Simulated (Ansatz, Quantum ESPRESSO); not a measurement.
# MgO, rock salt type, strained in the (001) plane: the gap on the mesh at a withheld member of a series

Method. Quantum ESPRESSO 7.5, PBE, GBRV ultrasoft. The cubic cell is relaxed first; each member is held at its strain in the plane while the axis along [001] relaxes. pwcond (ikind = 0) gives the complex bands along [001] at three points across. Fixed occupations. The series steps biaxial strain in the plane.

```tsv
biaxial strain in the plane	gap on the mesh (eV)
-4 %	4.884
-3 %	4.790
-2 %	4.691
-1 %	4.591
0 %	4.490
1 %	4.351
2 %	4.211
3 %	4.070
```

**Question.** What is the gap on the mesh at 4 %?

**Worked estimate.** The rows at 2 % and 3 % give a slope of (4.070 − (4.211))/(3 − (2)) = −0.141, so a straight line gives 3.929 eV. A parabola through these and the row at 1 % gives 3.928 eV.

What the calculation gave: 3.931 eV. The line misses by −0.002 and the parabola by −0.003 eV. Both misses are under 5 % of the step from the nearer row.

Caveats: Atoms keep their symmetric sites, so polar or tilted distortions are left out; semilocal gaps and decay constants are too small; no spin-orbit coupling; three points across.

[Logs are printed without paths, hosts, clocks, repeated set-up lines and the standing remarks that a program may print on its own settings, such as how far it seeks lower states.]
